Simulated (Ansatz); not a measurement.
# HfC (Fm-3m): modes against biaxial strain in the (111) plane, part 3 of 3

Aim: how do the optical modes of HfC (Fm-3m) shift and split under this strain?

Ansatz 0.2.0; DFT LDA, scalar-relativistic, plane waves, PAW; PAW set soft_1.

So far, highest optical mode at the zone centre (no LO-TO term) (cm⁻¹): step 5 (modes at rest) 462; step 7 (strain 4 %) 421.

The database entry behind the starting cell differs from later determinations by our own check (about 0.2 % long), so it need not match the best structure at ambient conditions.

### Step 9. Modes of this member: biaxial strain of -4 % in the (111) plane

The zone-centre modes follow for biaxial strain of -4 % in the (111) plane.

input.yaml

```yaml
crystal:
  lattice:
    - [0.096525235, 2.2914429297, 2.2914429297]
    - [2.2914429297, 0.096525235, 2.2914429297]
    - [2.2914429297, 2.2914429297, 0.096525235]
  atoms:
    - { symbol: C, position: [0.0, 0.0, 0.0] }
    - { symbol: Hf, position: [0.5, 0.5, 0.5] }
kpoints:
  mp_grid: { grid: [16, 16, 16] }
hamiltonian:
  xc: lda
  pseudopotentials: { kind: paw, azcp: { folder: soft_1 }, xc_functional: pbe }
scf:
  occupations: { method: methfessel_paxton, width: 0.2 }
output:
  eigenvalues: true
phonons:
  method: dfpt
```

Run with:

```
$ ansatz run input.yaml --threads 4 --pin off --max-ram 10240MiB --backend cpu --events-out ev --progress --plain --runs-dir out
```

Numbers of over 12 decimals in the logs are rounded to 6 here.

The log of the run:

```text
[...]
Crystal: 2 atoms, lattice volume = 22.544 Å³
Basis set: ecut = 420 eV, 441 PW (Γ), exchange–correlation on 48×48×48 points (8 copies of the dense FFT grid, shifted against one another)
Bands: 19, of which v1, the nominal top of the filled ones, is band 15 counted from 1 (14 counted from 0)
Symmetry: 12 space group operations
k-points: 1098 of 4096 (irreducible under 2 space group operations, time reversal used)
[...]
k-point 2: bands = [... 11 lower, 9.9742, 19.8093, 19.8648, 20.3948, 21.9351, 22.6852, 23.0487, 26.0208]
  k-point 1097: bands = [... 11 lower, 12.2680, 13.7848, 17.5426, 17.5426, 25.9859, 25.9859, 26.5260, 28.1348]
[...]
ASR residual: 2.917e-5 → 0.000e0 eV/Å²; symmetrization residual: 5.805e-7 eV/Å²
  ASR residual per site (eV/Å²): 2.92e-5 1.12e-5
  Γ frequencies (cm⁻¹): 0.00 0.00 0.00 495.85 495.85 547.95
[...]
[key lines of the parts left out:]
SCF converged after 11 iterations
Free energy (F): -15722.367212 eV
Fermi energy:    20.611918 eV
```

It took 42 s on 4 threads of Arm Neoverse V1, shared host; peak memory 1.7 GiB; 2.6 min of CPU time.

This step gave:

| Property | Result |
| --- | --- |
| sum-rule residual before enforcement | 2.92e-5 eV/Å² |
| highest optical mode at the zone centre (no LO-TO term) | 548.0 cm⁻¹ |
| lowest optical zone-centre mode | 495.9 cm⁻¹ |

Patterns of degenerate modes are one choice out of their space. Modes at Γ, with each element's share of the kinetic energy:

```
mode  frequency (cm⁻¹)  symmetry  C %  Hf %
   1               0.0  acoustic    6    94
   2               0.0  acoustic    6    94
   3               0.0  acoustic    6    94
   4             495.9        Eu   94     6
   5             495.9        Eu   94     6
   6             548.0       A2u   94     6
```

The lowest optical mode is real, 496 cm⁻¹, and the highest lies at 548.0 cm⁻¹.

For the highest optical mode at the zone centre (no LO-TO term), step 5 gave 462 cm⁻¹; this run, with strain -4 %, gives 548 cm⁻¹ (+19 %).

### Step 10. All members side by side

The members are set side by side, also those not shown above.

Stress is positive in compression; energies are extrapolated to zero smearing, and E0 is that at rest; the edges not held and the atoms are relaxed in each cell; all runs use 16×16×16 k points and Methfessel-Paxton smearing of 0.2 eV. State of the crystal along the series:

```
strain (%)  in-plane stress (GPa)  free strain along [111] (%)  E - E0 (meV/atom)
        -4                  25.75                        2.333              72.23
        -3                  18.63                        1.744               39.7
        -2                  11.96                        1.164              17.24
        -1                  5.764                       0.5837              4.211
         0               0.007895                            0                  0
         1                 -5.338                      -0.5834               4.01
         2                 -10.34                       -1.163              15.73
         3                 -15.04                       -1.728               34.8
         4                 -19.46                       -2.281              60.92
```

Optical modes are counted from below at rest and tracked from member to member by their patterns, and modes that stay within 0.3 cm⁻¹ of each other stand once; labels, where given, are those at rest; the edges not held and the atoms are relaxed in each cell; all runs use 16×16×16 k points and Methfessel-Paxton smearing of 0.2 eV. Optical modes along the series:

```
strain (%)  optical mode 1 T1u, singlet (cm⁻¹)  optical mode 2 T1u, doublet (cm⁻¹)
        -4                                 548                               495.9
        -3                               532.3                               486.8
        -2                               511.4                               477.8
        -1                               487.7                               470.1
         0                               462.3                               462.3
         1                               437.4                               454.3
         2                               414.8                               445.7
         3                                 394                               435.1
         4                               373.5                               421.1
```

Value and slope at zero strain of a cubic (a lower polynomial where under five rows exist) through the rows within 2 % of rest. Slopes at rest:

```
                       mode  frequency (cm⁻¹)  shift per percent of strain (cm⁻¹)  shift per GPa of compressive stress (cm⁻¹)
optical mode 1 T1u, singlet             462.3                              -25.42                                        4.59
optical mode 2 T1u, doublet             462.3                               -7.84                                        1.41
```

### Step 11. Summary of results

| Item | Value |
| --- | --- |
| members | 9 |
| highest optical mode at the zone centre (no LO-TO term), at rest | 462.3 cm⁻¹ |
| biaxial modulus in the (111) plane | 554 GPa |
| optical mode 1 T1u, singlet, shift per percent | -25.42 cm⁻¹ |
| optical mode 2 T1u, doublet, shift per percent | -7.84 cm⁻¹ |

What this shows: The stress changes by 5.54 GPa for each percent, a biaxial modulus of 554 GPa in the (111) plane. For each percent the free edge responds with -0.58 %. The strain lowers the symmetry: the level at 462.3 cm⁻¹ splits, into 548.0 and 495.9 cm⁻¹ at -4 %. The fastest shift in the table of slopes is -25.4 cm⁻¹ for each percent (optical mode 1 T1u, singlet), or 4.6 cm⁻¹ for each GPa of compressive stress. For small strain, the measured shift of a line that Raman or infrared light can see, divided by its slope, estimates the stress, if the state of stress is of this kind. These are harmonic frequencies at zero temperature: anharmonic shifts, linewidths and thermal expansion are left out. Spin-orbit coupling is left out, which can matter for the heavy elements here. With no gap, or one that is small against the smearing, the frequencies hang on the k mesh and the smearing, most of all near Kohn anomalies. The PAW files were made for PBE; the program adapts parts of them to the functional of the run, but their partial waves stay those of PBE, an approximation that was not tested in this session. Only the zone centre was solved, so an instability at another wavevector cannot show here.

[Logs are printed without paths, hosts, clocks, repeated set-up lines and the standing remarks that a program may print on its own settings, such as how far it seeks lower states.]

[Hosts, paths, dates, database ids (printed as entryN), source tags and the programs' standing remarks are cut or masked in the printed files.]
